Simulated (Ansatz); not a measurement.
## Arsenene monolayer in a perpendicular field

What dipole does a perpendicular field induce in the arsenene monolayer, and does the gap follow? A positive field points along +c.

Main program and level: Ansatz 0.2.0; plane-wave DFT, PBE-D3(BJ), Ansatz PAW (set soft_1); PAW set soft_1.

## (1) The structure

The cell holds 2 atoms: 2 As. Its edges and angles: a = 3.610 Å, b = 3.610 Å, c = 33.800 Å, α = 90.0°, β = 90.0°, γ = 120.0°. Vacuum lies along c.

## (2) Relaxation

The starting cell is a guess, so the in-plane lattice and the atoms are relaxed first, with the slab cut off from its images along the normal.

The input, input.yaml:

```yaml
crystal:
  lattice:
    - [3.61, 0.0, 0.0]
    - [-1.805, 3.1263517077, 0.0]
    - [0.0, 0.0, 33.799999999]
  atoms:
    - { symbol: As, position: [0.6666666667, 0.3333333333, 0.4792899408] }
    - { symbol: As, position: [0.3333333333, 0.6666666667, 0.5207100592] }
  periodic: [true, true, false]
kpoints:
  mp_grid: { grid: [12, 12, 1] }
hamiltonian:
  xc: pbe
  dispersion: d3bj
  pseudopotentials: { kind: paw, azcp: { folder: soft_1 } }
scf:
  occupations: { method: fermi_dirac, width: 0.05 }
  convergence: { dr2_threshold: 1.0e-09 }
relax:
  f_tol: 0.004
  max_steps: 90
  cell: {}
output:
  write_potential: true
  write_density: true
  volumetric_format: npy
```

The run is started by

```sh
> ansatz run input.yaml --threads 2 --pin off --max-ram 3072MiB --backend cpu --events-out ev --progress --plain --runs-dir out
```

The log of the run:

```text
Warning: relax.cell: scf.convergence.dr2_threshold = 1e-9 eV is looser than the 1.53893505643e-10 eV advised for a relaxation that steers and ends on the stress (1e-10 eV for each atom of the cell: 2, times the square of relax.cell.stress_2d_tol = 0.05 N/m over 11.4 Å (the atoms' height at the walk's start and 5 Å past either face), 4.386e-2 GPa, over a crystal's default 0.05). What an SCF threshold leaves in a stress goes as its square root, and in the free energy as the threshold itself, and one threshold admits the most on a small cell: [figures from the program's tests cut] Set scf.convergence.dr2_threshold to 1.53893505643e-10 eV or tighter. [rest of the remark cut]
Engine: ansatz 0.2.0, aarch64-unknown-linux-gnu
Pseudopotentials: kind: paw
Pseudopotential: As, paw, valence charge 15, recommended cutoff 420 eV (normal), soft_1/As.paw.azcp
Functional definition: PBE
  parameter kappa = 0.804
  parameter beta = 0.066725
  exchange = pbe_x(kappa = kappa, mu = beta*pi^2/3)
  correlation = pbe_c(beta = beta)
Crystal: 2 atoms, lattice volume = 381.471 Å³
Basis set: ecut = 420 eV, 7373 PW (Γ), exchange–correlation on 50×50×480 points (8 copies of the dense FFT grid, shifted against one another)
Bands: 19, of which v1, the nominal top of the filled ones, is band 15 counted from 1 (14 counted from 0)
Symmetry: 12 space group operations
Space group: P-3m1 (ITA 164), of the structure as read, at distance tolerance 7.3e-5 Å
k-points: 19 of 144
Non-local potential: As, projectors of the file, l = 0: 2, l = 1: 2, l = 2: 3, l = 3: 1
PAW form: soft (Blöchl's): semilocal exchange-correlation on the pseudo side does not see the compensation charge
PAW one-centre angular grid: As, 590 points (default); XC on 64 Gauss nodes
Initial density: superposition of atomic densities (neutral atoms: chi_scale 0, normalization atom)
Initial wavefunctions: pseudopotential atomic-orbital guess
Functional: x = pbe(κ = 0.804, μ = 0.219515), c = pbe(β = 0.066725)
iter 1 solved again at ethr=9.53e-4 eV; its pass at ethr=3.10e-3 eV (dr2=2.86e-1 eV) is discarded
SCF iter   1: F=—  HF=-9712.740249 eV  |F-HF|=—  |Δ(HF+E_count)|=         —  Δρ=9.59e-3  dr2=2.86e-1  ethr=9.53e-4  ⟨swp⟩=1.9  Hψ=3094  notcnv=0
preconditioner: auto → Resta (q_TF=auto, 1.786 Å⁻¹)  ε∞=1.4  [insulator: Δε(μ)=1.713 eV  Ē_g=9.546 eV  σ=0.050 eV  W_gap=1.00  n_scr=18 (ndim 8)  ℏωp=6.0 eV  f_vac=0.826  D(μ)=0.00/eV (n_scr^D=0)  ε∞_Penn≈1.4  vacuum switching on, ρ_ref=6.6e-3 e/Å³]
SCF iter   2: F=—  HF=-9712.701461 eV  |F-HF|=—  |Δ(HF+E_count)|=   3.88e-2  Δρ=4.79e-3  dr2=6.24e-2  ethr=9.53e-4  ⟨swp⟩=3.2  Hψ=546  notcnv=0
SCF iter   3: F=—  HF=-9712.695589 eV  |F-HF|=—  |Δ(HF+E_count)|=   5.87e-3  Δρ=4.98e-4  dr2=6.11e-4  ethr=2.08e-4  ⟨swp⟩=3.3  Hψ=624  notcnv=0
SCF iter   4: F=—  HF=-9712.695324 eV  |F-HF|=—  |Δ(HF+E_count)|=   2.64e-4  Δρ=1.82e-4  dr2=4.68e-5  ethr=2.04e-6  ⟨swp⟩=2.9  Hψ=723  notcnv=0
SCF iter   5: F=—  HF=-9712.695358 eV  |F-HF|=—  |Δ(HF+E_count)|=   3.33e-5  Δρ=2.31e-5  dr2=1.49e-6  ethr=1.56e-7  ⟨swp⟩=3.5  Hψ=754  notcnv=0
SCF iter   6: F=—  HF=-9712.695368 eV  |F-HF|=—  |Δ(HF+E_count)|=   1.08e-5  Δρ=4.61e-6  dr2=7.17e-8  ethr=4.98e-9  ⟨swp⟩=3.0  Hψ=721  notcnv=0
SCF iter   7: F=—  HF=-9712.695369 eV  |F-HF|=—  |Δ(HF+E_count)|=   6.91e-8  Δρ=1.36e-6  dr2=5.09e-9  ethr=2.39e-10  ⟨swp⟩=3.0  Hψ=743  notcnv=0
SCF iter   8: F=-9712.695369 eV  HF=-9712.695369 eV  |F-HF|=1.93e-10  |Δ(HF+E_count)|=   8.70e-9  Δρ=1.35e-7  dr2=1.08e-10  ethr=3.33e-12  ⟨swp⟩=10.6  Hψ=2315  notcnv=0
SCF 1 converged in 8 iterations: F = -9712.695369 eV  dr2 = 1.08e-10
  greatest PAW one-centre occupation: 0.999 electrons in one spin orbital (limit 2), on the As atom at site 1 (counted from 0), in its partial waves of l = 2
relax step   1: F+E_penalty+E_count = -9712.69536855 eV  Δ(F+E_penalty+E_count) = +0.000e0 eV  max|allowed force component| = 1.525e-1 eV/Å  Δτ_max = 0.0000 Å  P = -0.774 N/m  Ω = 381.471 Å³  fix = [c, alpha, beta]  reactions: c +0.000 N/m  (8 SCF iters, accepted)
Crystal: 2 atoms, lattice volume = 376.930 Å³
Basis set: ecut = 420 eV, 7247 PW (Γ), exchange–correlation on 50×50×480 points (8 copies of the dense FFT grid, shifted against one another)
Initial density: handed on by an earlier stage of this run
Initial wavefunctions: those handed on with the density
iter 1 solved again at ethr=1.07e-6 eV; its pass at ethr=3.10e-3 eV (dr2=3.21e-4 eV) is discarded
SCF iter   1: F=—  HF=-9712.700440 eV  |F-HF|=—  |Δ(HF+E_count)|=         —  Δρ=2.46e-4  dr2=2.22e-4  ethr=1.07e-6  ⟨swp⟩=3.1  Hψ=2348  notcnv=0
preconditioner: auto → Resta (q_TF=auto, 1.789 Å⁻¹)  ε∞=1.4  [insulator: Δε(μ)=1.611 eV  Ē_g=9.485 eV  σ=0.050 eV  W_gap=1.00  n_scr=18 (ndim 8)  ℏωp=6.0 eV  f_vac=0.832  D(μ)=0.00/eV (n_scr^D=0)  ε∞_Penn≈1.4  vacuum switching on, ρ_ref=6.5e-3 e/Å³]
SCF iter   2: F=—  HF=-9712.700413 eV  |F-HF|=—  |Δ(HF+E_count)|=   2.76e-5  Δρ=1.16e-4  dr2=4.14e-5  ethr=7.39e-7  ⟨swp⟩=3.0  Hψ=700  notcnv=0
SCF iter   3: F=—  HF=-9712.700416 eV  |F-HF|=—  |Δ(HF+E_count)|=   3.36e-6  Δρ=2.15e-5  dr2=1.40e-6  ethr=1.38e-7  ⟨swp⟩=2.9  Hψ=703  notcnv=0
SCF iter   4: F=—  HF=-9712.700426 eV  |F-HF|=—  |Δ(HF+E_count)|=   1.01e-5  Δρ=6.49e-6  dr2=9.29e-8  ethr=4.67e-9  ⟨swp⟩=2.8  Hψ=708  notcnv=0
SCF iter   5: F=—  HF=-9712.700426 eV  |F-HF|=—  |Δ(HF+E_count)|=   8.53e-8  Δρ=1.32e-6  dr2=6.35e-9  ethr=3.10e-10  ⟨swp⟩=3.2  Hψ=571  notcnv=0
SCF iter   6: F=-9712.700426 eV  HF=-9712.700426 eV  |F-HF|=4.22e-10  |Δ(HF+E_count)|=   4.17e-9  Δρ=2.72e-7  dr2=1.45e-10  ethr=3.33e-12  ⟨swp⟩=10.6  Hψ=2395  notcnv=0
SCF 2 converged in 6 iterations: F = -9712.700426 eV  dr2 = 1.45e-10
relax step   2: F+E_penalty+E_count = -9712.70042633 eV  Δ(F+E_penalty+E_count) = -5.058e-3 eV  max|allowed force component| = 4.823e-2 eV/Å  Δτ_max = 0.0051 Å  P = -0.275 N/m  Ω = 376.930 Å³  energy of the carried Pulay correction = +9.076e-5 eV  fix = [c, alpha, beta]  reactions: c -0.000 N/m  (6 SCF iters, accepted)
Crystal: 2 atoms, lattice volume = 371.377 Å³
Basis set: ecut = 420 eV, 7163 PW (Γ), exchange–correlation on 50×50×480 points (8 copies of the dense FFT grid, shifted against one another)
iter 1 solved again at ethr=2.53e-6 eV; its pass at ethr=3.10e-3 eV (dr2=7.60e-4 eV) is discarded
SCF iter   1: F=—  HF=-9712.701454 eV  |F-HF|=—  |Δ(HF+E_count)|=         —  Δρ=3.34e-4  dr2=8.17e-4  ethr=2.53e-6  ⟨swp⟩=2.8  Hψ=2377  notcnv=0
preconditioner: auto → Resta (q_TF=auto, 1.794 Å⁻¹)  ε∞=1.4  [insulator: Δε(μ)=1.500 eV  Ē_g=9.516 eV  σ=0.050 eV  W_gap=1.00  n_scr=18 (ndim 8)  ℏωp=6.1 eV  f_vac=0.831  D(μ)=0.00/eV (n_scr^D=0)  ε∞_Penn≈1.4  vacuum switching on, ρ_ref=6.6e-3 e/Å³]
SCF iter   2: F=—  HF=-9712.701173 eV  |F-HF|=—  |Δ(HF+E_count)|=   2.81e-4  Δρ=1.37e-4  dr2=3.75e-5  ethr=2.53e-6  ⟨swp⟩=2.3  Hψ=496  notcnv=0
SCF iter   3: F=—  HF=-9712.701169 eV  |F-HF|=—  |Δ(HF+E_count)|=   3.63e-6  Δρ=5.59e-5  dr2=4.79e-6  ethr=1.25e-7  ⟨swp⟩=3.3  Hψ=735  notcnv=0
SCF iter   4: F=—  HF=-9712.701170 eV  |F-HF|=—  |Δ(HF+E_count)|=   8.42e-7  Δρ=5.05e-6  dr2=1.02e-7  ethr=1.60e-8  ⟨swp⟩=2.8  Hψ=752  notcnv=0
SCF iter   5: F=—  HF=-9712.701180 eV  |F-HF|=—  |Δ(HF+E_count)|=   1.01e-5  Δρ=2.12e-6  dr2=9.54e-9  ethr=3.38e-10  ⟨swp⟩=2.9  Hψ=703  notcnv=0
SCF iter   6: F=-9712.701180 eV  HF=-9712.701180 eV  |F-HF|=3.51e-10  |Δ(HF+E_count)|=   4.41e-9  Δρ=3.32e-7  dr2=5.84e-10  ethr=3.33e-12  ⟨swp⟩=11.1  Hψ=2437  notcnv=0
SCF 3 converged in 6 iterations: F = -9712.701180 eV  dr2 = 5.84e-10
relax step   3: F+E_penalty+E_count = -9712.70118038 eV  Δ(F+E_penalty+E_count) = -7.540e-4 eV  max|allowed force component| = 7.546e-2 eV/Å  Δτ_max = 0.0084 Å  P = +0.111 N/m  Ω = 371.377 Å³  energy of the carried Pulay correction = +2.032e-4 eV  fix = [c, alpha, beta]  reactions: c +0.000 N/m  (6 SCF iters, accepted)
[...]
relax step   4: F+E_penalty+E_count = -9712.70164617 eV  Δ(F+E_penalty+E_count) = -4.658e-4 eV  max|allowed force component| = 2.045e-3 eV/Å  Δτ_max = 0.0042 Å  P = +0.000 N/m  Ω = 373.273 Å³  energy of the carried Pulay correction = +1.646e-4 eV  fix = [c, alpha, beta]  reactions: c +0.000 N/m  (6 SCF iters, accepted)
Basis set: ecut = 420 eV, 7199 PW (Γ), exchange–correlation on 48×48×480 points (8 copies of the dense FFT grid, shifted against one another)
Initial wavefunctions: pseudopotential atomic-orbital guess (no wavefunctions were taken with the density)
iter 1 solved again at ethr=1.34e-7 eV; its pass at ethr=3.10e-3 eV (dr2=4.01e-5 eV) is discarded
SCF iter   1: F=—  HF=-9712.701519 eV  |F-HF|=—  |Δ(HF+E_count)|=         —  Δρ=7.35e-6  dr2=4.59e-8  ethr=1.34e-7  ⟨swp⟩=5.7  Hψ=3800  notcnv=0
preconditioner: auto → Resta (q_TF=auto, 1.792 Å⁻¹)  ε∞=1.4  [insulator: Δε(μ)=1.545 eV  Ē_g=9.506 eV  σ=0.050 eV  W_gap=1.00  n_scr=18 (ndim 8)  ℏωp=6.1 eV  f_vac=0.832  D(μ)=0.00/eV (n_scr^D=0)  ε∞_Penn≈1.4  vacuum switching on, ρ_ref=6.6e-3 e/Å³]
SCF iter   2: F=—  HF=-9712.701489 eV  |F-HF|=—  |Δ(HF+E_count)|=   3.04e-5  Δρ=3.94e-6  dr2=1.54e-8  ethr=1.53e-10  ⟨swp⟩=3.9  Hψ=800  notcnv=0
SCF iter   3: F=—  HF=-9712.701489 eV  |F-HF|=—  |Δ(HF+E_count)|=   2.50e-8  Δρ=9.48e-7  dr2=7.80e-10  ethr=3.33e-12  ⟨swp⟩=14.5  Hψ=3277  notcnv=0
SCF iter   4: F=-9712.701489 eV  HF=-9712.701489 eV  |F-HF|=4.73e-11  |Δ(HF+E_count)|=   1.45e-9  Δρ=1.08e-7  dr2=2.44e-11  ethr=2.60e-12  ⟨swp⟩=7.4  Hψ=1885  notcnv=0
SCF 5 converged in 4 iterations: F = -9712.701489 eV  dr2 = 2.44e-11
relax step   5: F+E_penalty+E_count = -9712.70148895 eV  Δ(F+E_penalty+E_count) = +1.572e-4 eV  max|allowed force component| = 2.115e-3 eV/Å  Δτ_max = 0.0000 Å  P = -0.001 N/m  Ω = 373.273 Å³  fix = [c, alpha, beta]  reactions: c -0.000 N/m  stress off target by 9.65e-4 N/m on what of the cell is left free  SCF on the basis re-selected at this cell (its energy is not comparable with the rows above)  (4 SCF iters)
basis re-selected at this cell: Δ(F+E_penalty+E_count) = +1.572e-4 eV, ΔP = -0.001 N/m vs the last step (what re-selecting the basis moved, of the pressure what is left beyond the Pulay correction that the steps carried, after the strain that the cell walked since its last selection, with what the two solves' SCF thresholds leave and, on support functions, any second-order correction that the steps lacked; it is no measure of the basis error at this ecutwfc). The dense FFT grid was sized anew with the basis: this SCF ran on 24×24×240 points, the steps before it on 25×25×240, so part of this shift can come from that change (see relax.cell in the input reference). [rest of the remark cut]
WARN: The output density's exchange-correlation potential varies sharply where the density is thin. Do not read a vacuum level from v_tot or v_xc, or from such a field of the output density. On a cell that repeats whose density bears no net charge and no dipole along the vacuum's axis use v_es (v_loc + v_h of the components); under efield.dipole_correction with no amplitude use v_es + v_field, which holds any externa [...]
SCF converged after 4 iterations
Free energy (F): -9712.701489 eV
Harris-Foulkes:  -9712.701489 eV  (|F-HF|=4.73e-11)
Internal energy: -9712.701489 eV  (E = F + TS)
E sigma→0 (E₀):  -9712.701489 eV
Entropy (-TS):   -0.000000 eV (-0.000 meV/atom)
Fermi energy:    -4.514846 eV
--- Per-component energies (eV) ---
  E_band       = -914.254951
  E_kinetic    = 192.590493
  E_local      = -59176.095197  (includes V_loc(G=0)·N_el)
  E_nonlocal   = -785.955955
  E_hartree    = 29612.782925
  E_xc         = -139.713842
  E_vxc        = -145.864241  (∫ρ·V_xc dr)
  E_paw        = -4026.740550  (= ΣΔE_a)
  E_vpaw       = -224.496156  (= ΣTr[D̂ρ^β])
  E_aug_tail   = -0.000013  (compensation charges beyond the density's cutoff)
  E_ewald      = 24610.854209
  E_disp       = -0.423558  (pairwise vdW)
  E_smearing   = -0.000000  (= −TS)
  E_closure    = 0.000000  (closes the sum)
  Σ components = -9712.701489   (vs F -9712.701489, Δ=0.00e0)
--- Forces (eV/Å), atoms counted from 1 ---
  atom   1  As    -0.00000000    -0.00000000    -0.00211490
  atom   2  As     0.00000000     0.00000000     0.00211490
  max |Σ_I F_I| component: 4.34e-19 eV/Å
--- 2D stress c σ (N/m, compression-positive) ---
       -0.000965      -0.000000       0.000000
       -0.000000      -0.000965      -0.000000
        0.000000      -0.000000      -0.000000
  P = ½ c Tr σ = -0.0010 N/m
--- Band table (eV; the first three rows and the last of 19) ---
  k-point 0: bands = [... 11 lower, -12.5784, -5.9795, -5.2587, -5.2587, -3.2126, -1.7519, -1.7519, -0.5226]
  k-point 1: bands = [... 11 lower, -12.5591, -6.1709, -5.9311, -5.4732, -2.6172, -1.8518, -1.5367, -0.3815]
  k-point 2: bands = [... 11 lower, -12.5480, -7.5388, -5.9465, -5.8230, -3.0127, -1.1440, -1.1203, -0.0347]
  k-point 18: bands = [... 11 lower, -15.2948, -9.7720, -7.3706, -7.3706, -3.3925, -0.7414, -0.7414, 2.7799]
  the weakly bound empty levels are not read free of the cell's end (no_gap_told)
--- Relaxed structure (4 steps of the walk, 4 accepted, 1 SCFs on fresh bases) ---
  F+E_penalty+E_count = -9712.70148895 eV   max|allowed force component| = 2.115e-3 eV/Å   (the final SCF, on the basis selected at the relaxed cell)
  cell:  # Å, volume = 373.2731 Å³
    - [3.570999, 0.0, 0]
    - [-1.785499, 3.092576, 0]
    - [0, 0, 33.799999999]
  atoms:
    - { symbol: As, position: [0.666667, 0.333333, 0.479316] }
    - { symbol: As, position: [0.333333, 0.666667, 0.520684] }
```

The job ended after 18 s (2 threads of Arm Neoverse V1, shared host; peak memory 0.58 GiB).

The column dr2 measures how far the density is from self-consistency, as an energy; F and HF (Harris–Foulkes) agree once it is small.

The steps of the relaxation:

| step | energy less that of the first step (eV) | largest force component (eV/Å) | volume (Å³) |
| --- | --- | --- | --- |
| 1 | 0.0000 | 0.1525 | 381.47 |
| 2 | -0.0051 | 0.0482 | 376.93 |
| 3 | -0.0058 | 0.0755 | 371.38 |
| 4 | -0.0063 | 0.0020 | 373.27 |
| 5* | -0.0061 | 0.0021 | 373.27 |

Relaxation steps marked * repeat the geometry before them on a plane-wave basis chosen anew for their cell, so energy and pressure can jump there.

Forces are held to the 12 operations that the program found; a distortion that breaks them can't arise in this run.

| cell as run | before | after | change |
| --- | --- | --- | --- |
| a (Å) | 3.610 | 3.571 | -1.1 % |
| b (Å) | 3.610 | 3.571 | -1.1 % |

Final coordinates:

```cif
data_structure
_symmetry_space_group_name_H-M 'P 1'
_symmetry_Int_Tables_number 1
_cell_length_a 3.5710
_cell_length_b 3.5710
_cell_length_c 33.8000
_cell_angle_alpha 90.000
_cell_angle_beta 90.000
_cell_angle_gamma 120.000
_cell_volume 373.27
loop_
_atom_site_label
_atom_site_type_symbol
_atom_site_fract_x
_atom_site_fract_y
_atom_site_fract_z
_atom_site_occupancy
As1 As 0.66667 0.33333 0.47932 1
As2 As 0.33333 0.66667 0.52068 1
```

The lattice constant a goes from 3.610 to 3.571 Å.

(Part 1 of 2 ends here.)

[Long decimals in the printed logs are rounded to 6 places.]

[Logs are printed without paths, hosts, clocks, repeated set-up lines and the standing remarks that a program may print on its own settings, such as how far it seeks lower states.]

[Hosts, paths, dates, database ids (printed as entryN), source tags and the programs' standing remarks are cut or masked in the printed files.]

[Maps of the electrostatic potential energy from Ansatz leave out the sawtooth potential of an applied field or a dipole correction, so their vacuum need not be flat; planar profiles and work functions include it.]
